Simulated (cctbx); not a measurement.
## Accept or mend?

Cell a = 8.2750 Å, b = 5.2070 Å, c = 10.2530 Å, α = 90.00°, β = 90.00°, γ = 90.00°; space group Pnma (no. 62). The compound is PrMn6.

The data are simulated with cctbx, not measured: Cu Kα, λ = 1.54184 Å, to d = 0.83 Å, 80 % of the full sphere, strongest reflection 70000 counts, noise from counting, a 1.5 % proportional error and a noise floor of 8 counts (s.d.); no absorption, and some extinction, which the refinements don't model.

An anisotropic refinement with weights 1/σ² prints:

```text
Rint 0.014, 68 unique reflections to 1.60 A
cycle     R1     wR2    GooF  max shift (A)
   1  0.0108  0.0281   3.348   0.00386
   2  0.0042  0.0097   1.154   0.00000
final R1 0.0042 wR2 0.0097 GooF 1.154  parameters 39  data/parameter 1.7
atom        x        y        z      Ueq    occ   su(xyz)  su(Uiso or U11)
Pr1    0.73560  0.75000  0.56557   0.0095  1.000  0.00006  0.0010
Mn1    0.93993  0.75000  0.09554   0.0131  1.000  0.00015  0.0021
Mn2    0.84966  0.75000  0.85160   0.0165  1.000  0.00025  0.0020
Mn3    0.59933  0.75000  0.01344   0.0136  1.000  0.00021  0.0016
Mn4    0.68559  0.75000  0.25064   0.0114  1.000  0.00017  0.0020
Mn5    0.43988  0.50432  0.18841   0.0106  1.000  0.00021  0.0019
difference map: max 0.11 min -0.09 rms 0.03
Q1    0.1735  0.7500  0.7205    4    0.11  1.63 A from Mn2
Q2    0.0015  0.2500  0.1456    4    0.09  1.23 A from Mn2
Q3    0.1652  0.2500  0.6347    4    0.09  1.64 A from Mn5
Q4    0.1756  0.0319  0.5478    8    0.07  1.72 A from Mn3
Q5    0.1203  0.2500  0.3592    4    0.07  1.42 A from Pr1
Q6    0.1773  0.7500  0.0216    4    0.06  1.02 A from Pr1
```

**Question.** Can this result stand? If not, what is the likely fault?

Mend it. The fault: data cut at low resolution. Against the right model at the same level, R1 goes from 0.0062 to 0.0042 and GooF from 0.97 to 1.15. The atoms are right, but there are too few data for the parameters: R1 flatters and the s.u.s grow. Data per parameter fall from 11.5 to 1.7.

The compound is PrMn6. The right model at the same level gives:

```text
Rint 0.016, 449 unique reflections to 0.83 A
cycle     R1     wR2    GooF  max shift (A)
   1  0.0214  0.0552   4.008   0.00247
   2  0.0062  0.0134   0.974   0.00000
final R1 0.0062 wR2 0.0134 GooF 0.974  parameters 39  data/parameter 11.5
atom        x        y        z      Ueq    occ   su(xyz)  su(Uiso or U11)
Pr1    0.73560  0.75000  0.56562   0.0099  1.000  0.00001  0.0001
Mn1    0.93994  0.75000  0.09560   0.0134  1.000  0.00004  0.0002
Mn2    0.85004  0.75000  0.85181   0.0166  1.000  0.00005  0.0002
Mn3    0.59918  0.75000  0.01343   0.0127  1.000  0.00004  0.0002
Mn4    0.68581  0.75000  0.25076   0.0130  1.000  0.00004  0.0002
Mn5    0.43983  0.50400  0.18836   0.0118  1.000  0.00004  0.0001
difference map: max 0.24 min -0.30 rms 0.07
Q1    0.2260  0.2500  0.7713    4    0.26  0.76 A from Mn4
Q2    0.0947  0.2500  0.3374    4    0.25  1.72 A from Pr1
Q3    0.1713  0.7500  0.3695    4    0.25  1.24 A from Mn4
Q4    0.2053  0.2500  0.2933    4    0.24  1.53 A from Pr1
Q5    0.2147  0.2500  0.0317    4    0.23  1.31 A from Mn2
Q6    0.1391  0.6286  0.7710    8    0.22  1.27 A from Mn5
```

Isotropic U is held between 0.0001 and 1 Å² by the program, and listed peak heights are interpolated, so they can pass the grid's maximum.

This is a model crystal, built by substitution and not relaxed, with assumed displacement parameters.

[Middle refinement cycles are left out of these outputs.]

[Logs are printed without paths, hosts, clocks, repeated set-up lines and the standing remarks that a program may print on its own settings, such as how far it seeks lower states.]
